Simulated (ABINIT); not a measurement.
## Quasiparticle gap of Cs2InAgCl6 (Fm-3m) in ABINIT

How does a plane-wave GW calculation on Cs2InAgCl6 (Fm-3m) run from the first input to the gap?

Method: PBEsol and many-body steps on it, plane waves, in ABINIT 10.8.3.

**What was measured.**

- Gap 3.3 eV: optical gap from absorption onset near 380 nm, assigned as direct at Gamma; diffuse reflectance with Kubelka-Munk analysis; powder (“Cs2InAgCl6: A new lead-free halide double perovskite with direct band gap”, 2016, arxiv:1611.05426).

Most raw output is cut from this account.

### Step 1. Set-up

The structure is cubic, space group Fm-3m (No. 225). The conventional cell has a = 10.469 Å, b = 10.469 Å, c = 10.469 Å, α = 90.00°, β = 90.00°, γ = 90.00°. Cs has 12 Cl at 3.70 Å nearest. Nearest to In lie 6 Cl at 2.51 Å. Nearest to Ag lie 6 Cl at 2.72 Å. Cl has 1 In at 2.51 Å and 1 Ag at 2.72 Å and 4 Cs at 3.70 Å nearest. Farther neighbours and most contacts between anions are not listed.

As a file:

```cif
data_structure
_symmetry_space_group_name_H-M 'P 1'
_symmetry_Int_Tables_number 1
_cell_length_a 7.4027
_cell_length_b 7.4027
_cell_length_c 7.4027
_cell_angle_alpha 60.000
_cell_angle_beta 60.000
_cell_angle_gamma 60.000
_cell_volume 286.85
loop_
_atom_site_label
_atom_site_type_symbol
_atom_site_fract_x
_atom_site_fract_y
_atom_site_fract_z
_atom_site_occupancy
Cs1 Cs 0.25000 0.25000 0.25000 1
Cs2 Cs 0.75000 0.75000 0.75000 1
In3 In 0.00000 0.00000 0.00000 1
Ag4 Ag 0.50000 0.50000 0.50000 1
Cl5 Cl 0.76021 0.23979 0.23979 1
Cl6 Cl 0.23979 0.76021 0.23979 1
Cl7 Cl 0.23979 0.76021 0.76021 1
Cl8 Cl 0.76021 0.23979 0.76021 1
Cl9 Cl 0.23979 0.23979 0.76021 1
Cl10 Cl 0.76021 0.76021 0.23979 1
```

The cell and positions come from the Crystallography Open Database and are kept as given unless a step says otherwise. Spin-orbit coupling is left out unless a step names it.

### Step 2. Ground state

This step: ABINIT 10.8.3; DFT, PBEsol, plane waves, norm-conserving pseudopotentials.

The ground-state density comes first.

The input, run.abi:

```
acell 3*1.0 Angstrom
rprim 
  0.000000000000 5.234500000000 5.234500000000
  5.234500000000 0.000000000000 5.234500000000
  5.234500000000 5.234500000000 0.000000000000
ntypat 4
znucl 55 49 47 17
natom 10
typat 1 1 2 3 4 4 4 4 4 4
xred 
  0.250000000000 0.250000000000 0.250000000000
  0.750000000000 0.750000000000 0.750000000000
  0.000000000000 0.000000000000 0.000000000000
  0.500000000000 0.500000000000 0.500000000000
  0.760210000000 0.239790000000 0.239790000000
  0.239790000000 0.760210000000 0.239790000000
  0.239790000000 0.760210000000 0.760210000000
  0.760210000000 0.239790000000 0.760210000000
  0.239790000000 0.239790000000 0.760210000000
  0.760210000000 0.760210000000 0.239790000000
pp_dirpath "pseudos"
pseudos "Cs.upf, In.upf, Ag.upf, Cl.upf"
ecut 39
ngkpt 4 4 4
nshiftk 1
shiftk 0 0 0
kptopt 1
chksymbreak 0
nband 59
occopt 1
tolvrs 1e-10
nstep 60
prtwf 0
optforces 0
optstress 0
indata_prefix "in"
outdata_prefix "out"
tmpdata_prefix "tmp"
```

Started as:

```
OMP_NUM_THREADS=1 mpirun -n 8 abinit run.abi > log
```

It took 3.5 min on 8 MPI ranks of Intel Xeon Platinum 8259CL at 2.50GHz (Skylake/Cascade Lake), shared host; peak memory 1.7 GiB.

This step gave:

| Item | Value |
| --- | --- |
| total energy | -13594.4738 eV |
| gap | 1.045 eV |
| k of the valence top | 0, 0, 0 |
| k of the conduction bottom | 0, 0, 0 |
| least direct gap | 1.045 eV |

The gap is direct, at Γ.

### Step 3. Empty states on the mesh, 2×2×2 mesh, 183 bands

The sums over transitions need many empty states on a uniform mesh; this step solves for them.

Edit run.abi of step 2 so:

```diff
@@ -23,3 +23,3 @@
 ecut 39
-ngkpt 4 4 4
+ngkpt 2 2 2
 nshiftk 1
@@ -28,9 +28,10 @@
 chksymbreak 0
-nband 59
-occopt 1
-tolvrs 1e-10
+iscf -2
+irdden 1
+istwfk *1
+nband 183
+nbdbuf 16
+tolwfr 1e-09
 nstep 60
-prtwf 0
-optforces 0
-optstress 0
+prtvol 0
 indata_prefix "in"
```

It took 7.5 min on 8 MPI ranks; peak memory 1.2 GiB.

This step gave:

| Quantity | Value |
| --- | --- |
| gap | 1.045 eV |
| k of the valence top | 0, 0, 0 |
| k of the conduction bottom | 0, 0, 0 |
| least direct gap | 1.045 eV |
| k points computed | 3 |
| lowest point of the top converged band, above the valence top | 26.14 eV |

On this mesh the gap is 1.045 eV.

### Step 4. Screening, 2×2×2 mesh, 167 bands, screening to 87.1 eV

The RPA dielectric matrix is built and inverted for each q.

This step: RPA screening on PBEsol, plane waves, norm-conserving pseudopotentials.

Edit run.abi of step 3 so:

```diff
@@ -28,10 +28,11 @@
 chksymbreak 0
-iscf -2
-irdden 1
 istwfk *1
-nband 183
-nbdbuf 16
-tolwfr 1e-09
-nstep 60
-prtvol 0
+occopt 1
+irdwfk 1
+optdriver 3
+nband 167
+ecuteps 3.2
+inclvkb 2
+awtr 1
+symchi 1
 indata_prefix "in"
```

Run time: 2.7 min. Hardware: 8 MPI ranks; peak memory 9.1 GiB; 22 min of CPU time.

This step gave:

| Quantity | Value |
| --- | --- |
| ε∞ with local fields, on this mesh, along the program's q direction | 4.030 |
| the same without local fields | 4.537 |
| plasma frequency | 21.92 eV |
| plane waves in the screening matrix | 531 |

Local fields lower ε∞ by 11 %. On a Γ-centred mesh this coarse the value itself is usually too large, while a short band sum pulls it down.

### Step 5. Self-energy, 2×2×2 mesh, 167 bands, screening to 87.1 eV

The self-energy is evaluated for the states that the input lists, and the levels follow from it, in one-shot runs by the linearised quasiparticle equation.

This step: G0W0 on PBEsol, plane waves, norm-conserving pseudopotentials.

Edit run.abi of step 4 so:

```diff
@@ -31,8 +31,15 @@
 irdwfk 1
-optdriver 3
+optdriver 4
 nband 167
+gwcalctyp 0
+ecutsigx 39
+symsigma 1
+nkptgw 1
+kptgw 
+  0.0000000000 0.0000000000 0.0000000000
+bdgw 
+  49 52
 ecuteps 3.2
-inclvkb 2
-awtr 1
-symchi 1
+irdscr 1
+ppmodel 1
 indata_prefix "in"
```

The job ended after 19 s (8 MPI ranks; peak memory 4.9 GiB; 2.4 min of CPU time).

This step gave:

```yaml
g0w0_gap_on_the_points_computed: 3.192 eV
starting_gap_on_the_mesh: 1.045 eV
k_of_the_valence_top: 0, 0, 0
k_of_the_conduction_bottom: 0, 0, 0
z_at_the_valence_top: 0.79
z_at_the_conduction_bottom: 0.832
least_direct_g0w0_gap_on_the_computed_points: 3.192 eV
```

The gap on the mesh goes from 1.04 eV to 3.19 eV, a correction of +2.15 eV.

Limits: finite bands, cutoff and mesh; d shell near the gap, gap tends to lie low; no spin-orbit coupling; coarse k mesh. v1 is the top filled band, c1 the lowest empty one. The levels before and after the correction (eV, zero at the valence-band top of each column):

```
           conduction bottom  valence top
Kohn-Sham               1.04         0.00
     G0W0               3.19         0.00
```

```
             level  energy (eV)
Kohn-Sham  Γ v2-v1        0.000
Kohn-Sham     Γ c1        1.045
Kohn-Sham     Γ c2        5.082
     G0W0  Γ v2-v1        0.000
     G0W0     Γ c1        3.192
     G0W0     Γ c2        6.651
```

### Step 6. Where the time went

Times are wall times on 8 MPI ranks of Intel Xeon Platinum 8259CL at 2.50GHz (Skylake/Cascade Lake), shared host, good to a factor of about two.

```
                    step     time  share  memory (GiB)
            ground state  3.5 min   25 %           1.7
empty states on the mesh  7.5 min   53 %           1.2
               screening  2.7 min   20 %           9.1
             self-energy     19 s    2 %           4.9
```

### Step 7. Outcome

| Quantity | Value |
| --- | --- |
| PBEsol gap | 1.04 eV, direct |
| G0W0 gap on the mesh | 3.19 eV |
| GW settings | 2×2×2 mesh, 167 bands, screening to 87.1 eV, Godby-Needs plasmon pole |
| known limits | not at the basis limit; d shell near the gap, gap tends to lie low; no spin-orbit coupling; coarse k mesh |

In words: G0W0 moves the gap on the mesh from 1.04 eV to 3.19 eV (+2.15 eV), with Z of 0.79 and 0.83 at the edges. Local fields lower the RPA ε∞ on this mesh from 4.54 to 4.03; a Γ-centred mesh this coarse tends to raise both, most where the direct gap is narrow, while a short band sum lowers them. Only 1 of the mesh's irreducible points was corrected, so a valley elsewhere could overtake. The dearest step here is «empty states on the mesh». Against experiment, by G0W0@PBEsol: the direct gap of 3.19 eV lies −0.11 eV from the measured 3.3 eV (direct, 2016). An exciton line or allowed optical edge lies below the quasiparticle gap by the binding energy; a forbidden edge can push the onset above it. The calculation has static nuclei and no excitons; a measured gap holds zero-point and thermal motion, which mostly lowers it. Bands and cutoff are finite, so the gap is not at the basis limit. The miss can reach some tenths of an eV and take either sign; the mesh is an error of its own. In the G0W0 run levels were corrected at 1 k point alone, so a gap called «on the mesh» is the least over those, and an edge elsewhere would be missed. The 2×2×2 mesh is coarse for this cell, which bears on the long-range parts of exchange and screening. A d shell, filled or nearly so, lies near the gap. One-shot GW converges very slowly in bands there, not always from below, and on a semilocal start the gap tends to come out low; starts rich in exact exchange can overshoot instead. The many-body steps are scalar-relativistic: spin-orbit coupling is not in them.

[Paths, hosts, dates, memory and timing lines, banners, echoed tables and standing remarks are left out of the program output.]

[Logs are printed without paths, hosts, clocks, repeated set-up lines and the standing remarks that a program may print on its own settings, such as how far it seeks lower states.]

[Runs of the session that timed out or met a known fault of the program may be left out.]

[Hosts, paths, dates, database ids (printed as entryN), source tags and the programs' standing remarks are cut or masked in the printed files.]

[G0W0 gaps are taken among the corrected bands and points alone; a level outside them can change the order at an edge.]

[Where Ansatz stands beside ABINIT at settings called matched, ABINIT's density can come from a denser mesh and the files from another edition; pairs whose starting gaps differed by over 0.03 eV were left out, so agreement reads better than it is.]
